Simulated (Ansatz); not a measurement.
# Is WC (Qusongite, P-6m2) stable when the ions move?, part 2 of 2

Wanted: self-consistent phonon frequencies, thermal pressure and a stability verdict for WC (Qusongite).

Ansatz 0.2.0; DFT PBEsol, scalar-relativistic, plane waves, PAW; PAW set soft_1.

So far. Step 2 (A first coarse run): The start is under -3.2 GPa at this level and looks like a metal on this mesh.

## (3) Finding the static equilibrium (continued)

Valence density in the ac plane at fractional y = 0.000, with atoms of W within 0.2 Å of it. It is the smooth field of the valence electrons, not physical close to the nuclei.

Ten even steps from '_' (0.4 e/Å³) to '@' (5.8 e/Å³):
```
@@@@@@**::____________::**@@@@
@@@@##==..____________..==##@@
##**==::________________::==**
--::..____________________..::
______________________________
______________________________
______________________________
______________________________
______________________________
______________________________
--::..____________________..::
##**==::________________::==**
@@@@##==..____________..==##@@
@@@@@@**::____________::**@@@@
%%@@@@**::____________::**@@@@
```
Columns run along a (2.9 Å), rows up along c (2.8 Å). Atoms in or near the plane, at fractional coordinates: W at (0.00, 0.00).

The relaxation ends with a pressure of -0.01 GPa.

## (4) Relaxing to small residual forces and stress

The thresholds are tightened for a last relaxation ahead of the phonons, and where mesh or smearing change with them the cell follows.

input.yaml

```yaml
crystal:
  lattice:
    - [2.898612735, 0.0, 0.0]
    - [-1.4493063675, 2.5102722643, 0.0]
    - [0.0, 0.0, 2.8280563979]
  atoms:
    - { symbol: W, position: [0.0, 0.0, 0.0] }
    - { symbol: C, position: [0.6666666667, 0.3333333333, 0.5] }
kpoints:
  mp_grid: { grid: [18, 18, 15] }
hamiltonian:
  xc: pbesol
  pseudopotentials: { kind: paw, azcp: { folder: soft_1 }, xc_functional: pbe }
scf:
  occupations: { method: methfessel_paxton, width: 0.2 }
  lower_state_search: "off"
output:
  forces: true
  stress: true
  eigenvalues: true
relax:
  adjacent_minimum: "off"
  f_tol: 0.001
  max_steps: 60
  cell: { stress_tol: 0.01 }
```

Command:

```console
$ ansatz run input.yaml --threads 8 --pin off --max-ram 16384MiB --backend cpu --events-out ev --progress --plain --runs-dir out
```

Numbers of over 12 decimals in the logs are rounded to 6 here.

The program printed:

```text
[...]
Crystal: 2 atoms, lattice volume = 20.578 Å³
Basis set: ecut = 420 eV, 405 PW (Γ), exchange–correlation on 40×40×40 points (8 copies of the dense FFT grid, shifted against one another)
Bands: 13, of which v1, the nominal top of the filled ones, is band 9 counted from 1 (8 counted from 0)
Symmetry: 12 space group operations
[...]
k-points: 296 of 4860 (time reversal used)
[...]
SCF iter   1: F=—  HF=-10505.938663 eV  |F-HF|=—  |Δ(HF+E_count)|=         —  Δρ=1.30e-1  dr2=4.66e0  ethr=3.10e-3  ⟨swp⟩=5.0  Hψ=19292  notcnv=0
[...]
SCF iter   7: F=-10504.746627 eV  HF=-10504.746627 eV  |F-HF|=7.88e-10  |Δ(HF+E_count)|=   3.00e-8  S|Δr|=    0.00e0  Δρ=4.50e-6  dr2=2.11e-9  ethr=5.56e-10  ⟨swp⟩=4.1  Hψ=11891  notcnv=0
SCF 1 converged in 7 iterations: F = -10504.746627 eV  dr2 = 2.11e-9
[...]
relax step   1: F+E_penalty+E_count = -10504.74662704 eV  Δ(F+E_penalty+E_count) = +0.000e0 eV  max|allowed force component| = 1.295e-16 eV/Å  Δτ_max = 0.0000 Å  P = -0.014 GPa  Ω = 20.578 Å³  (7 SCF iters, dr2 threshold 1.00e-7 eV, accepted)
[...]
SCF iter   3: F=-10504.746627 eV  HF=-10504.746627 eV  |F-HF|=2.44e-10  |Δ(HF+E_count)|=   5.12e-9  S|Δr|=    0.00e0  Δρ=2.04e-6  dr2=5.42e-10  ethr=3.45e-11  ⟨swp⟩=4.2  Hψ=11899  notcnv=0
SCF 2 converged in 3 iterations: F = -10504.746627 eV  dr2 = 5.42e-10
relax step   2: F+E_penalty+E_count = -10504.74662683 eV  Δ(F+E_penalty+E_count) = +2.069e-7 eV  max|allowed force component| = 2.035e-16 eV/Å  Δτ_max = 0.0000 Å  P = -0.002 GPa  Ω = 20.578 Å³  energy of the carried Pulay correction = +2.970e-7 eV  (3 SCF iters, dr2 threshold 6.22e-9 eV, rejected (line search))
Crystal: 2 atoms, lattice volume = 20.577 Å³
[...]
SCF iter   4: F=-10504.746628 eV  HF=-10504.746628 eV  |F-HF|=5.46e-12  |Δ(HF+E_count)|=  1.64e-11  S|Δr|=    0.00e0  Δρ=1.02e-7  dr2=5.52e-13  ethr=1.00e-12  ⟨swp⟩=3.7  Hψ=16408  notcnv=0
SCF 3 converged in 4 iterations: F = -10504.746628 eV  dr2 = 5.52e-13
relax step   3: F+E_penalty+E_count = -10504.74662805 eV  Δ(F+E_penalty+E_count) = -1.009e-6 eV  max|allowed force component| = 2.035e-16 eV/Å  Δτ_max = 0.0000 Å  P = +0.000 GPa  Ω = 20.577 Å³  energy of the carried Pulay correction = +8.172e-7 eV  (4 SCF iters, accepted)
[...]
SCF iter   1: F=—  HF=-10504.746624 eV  |F-HF|=—  |Δ(HF+E_count)|=         —  Δρ=3.83e-7  dr2=1.12e-11  ethr=1.27e-8  ⟨swp⟩=3.6  Hψ=31640  notcnv=0
eigensolver tolerance schedule: the retry pair's looser diagonalisation over-reported the residual by 204051.01 of it (diagonalisation noise at 5.18 of the residual, at the tolerance the schedule requests for it); recorded, not acted on — ethr = c·dr2/N_el stays at c = 1.0e-1
SCF iter   2: F=—  HF=-10504.746627 eV  |F-HF|=—  |Δ(HF+E_count)|=   3.60e-6  S|Δr|=    0.00e0  Δρ=2.11e-7  dr2=4.01e-12  ethr=6.24e-14 (applied; sched 1.00e-12)  ⟨swp⟩=3.4  Hψ=9192  notcnv=0
[...]
SCF iter   4: F=-10504.746627 eV  HF=-10504.746627 eV  |F-HF|=5.46e-12  |Δ(HF+E_count)|=  7.28e-12  S|Δr|=    0.00e0  Δρ=1.77e-8  dr2=5.37e-14  ethr=1.00e-12  ⟨swp⟩=4.1  Hψ=11917  notcnv=0
SCF 4 converged in 4 iterations: F = -10504.746627 eV  dr2 = 5.37e-14
relax step   4: F+E_penalty+E_count = -10504.74662716 eV  Δ(F+E_penalty+E_count) = +8.896e-7 eV  max|allowed force component| = 2.128e-16 eV/Å  Δτ_max = 0.0000 Å  P = +0.000 GPa  Ω = 20.577 Å³  stress off target by 3.77e-4 GPa  SCF on the basis re-selected at this cell (its energy is not comparable with the rows above)  (4 SCF iters)
[...]
SCF converged after 4 iterations
Stability not checked: this state was not tested for a lower state beside it, because cold or Methfessel-Paxton smearing, or corrected tetrahedra, fill the levels in a way that the test cannot read (fill_not_monotonic; see scf.lower_state_search)
Free energy (F): -10504.746627 eV
[...]
Internal energy: -10504.746426 eV  (E = F + TS)
E sigma→0 (E₀):  -10504.746577 eV
Entropy (-TS):   -0.000202 eV (-0.101 meV/atom)
Fermi energy:    20.487637 eV
[...]
--- Stress (GPa, compression-positive) ---
        0.000377      -0.000000       0.000000
       -0.000000       0.000377       0.000000
        0.000000       0.000000      -0.000018
  P = ⅓ Tr σ = 0.0002 GPa (0.002 kbar)
--- Band table (eV; the first three rows and the last of 296) ---
  k-point 0: bands = [... 5 lower, 16.1158, 17.1185, 17.1185, 20.6122, 23.7610, 23.7610, 26.1847, 26.1847]
  k-point 1: bands = [... 5 lower, 16.0677, 17.1687, 17.1687, 20.5906, 23.3624, 23.3624, 26.4290, 26.4290]
  k-point 2: bands = [... 5 lower, 15.8600, 17.3151, 17.3151, 20.6400, 22.5490, 22.5490, 26.7457, 26.7457]
  k-point 295: bands = [... 5 lower, 13.2053, 15.0736, 18.8388, 19.8315, 24.9154, 27.0012, 28.1949, 29.7410]
--- Relaxed structure (3 steps of the walk, 2 accepted, 1 SCFs on fresh bases) ---
[...]
cell:  # Å, volume = 20.5773 Å³
    - [2.898657, 0.0, 0.0]
    - [-1.449328, 2.510310, 0.0]
    - [0.0, 0.0, 2.827896]
  atoms:
    - { symbol: W, position: [-3.7007434155248937e-17, 0, 0.0] }
    - { symbol: C, position: [0.666667, 0.333333, 0.5] }
```

Run time: 3.9 s. Hardware: 8 threads of Arm Neoverse V2, shared host; peak memory 0.45 GiB; 27 s of CPU time.

Little changed from the start: no atom moved by 0.005 Å and no cell edge by 0.1 %.

This step gave:

| Item | Value |
| --- | --- |
| pressure | 2.45e-4 GPa |

The residual pressure is 2.5e-4 GPa, small enough for phonons.

## (5) Summary of results

```yaml
phonons_at_temperature: not obtained
```

In words: The sampling at temperature was not started, because a trial frame showed that it would not fit the time allowed; the session ends with the prepared cell.

[Logs are printed without paths, hosts, clocks, repeated set-up lines and the standing remarks that a program may print on its own settings, such as how far it seeks lower states.]

[Hosts, paths, dates, database ids (printed as entryN), source tags and the programs' standing remarks are cut or masked in the printed files.]

[A step with changed settings may run another functional than the one named; its input shows which.]
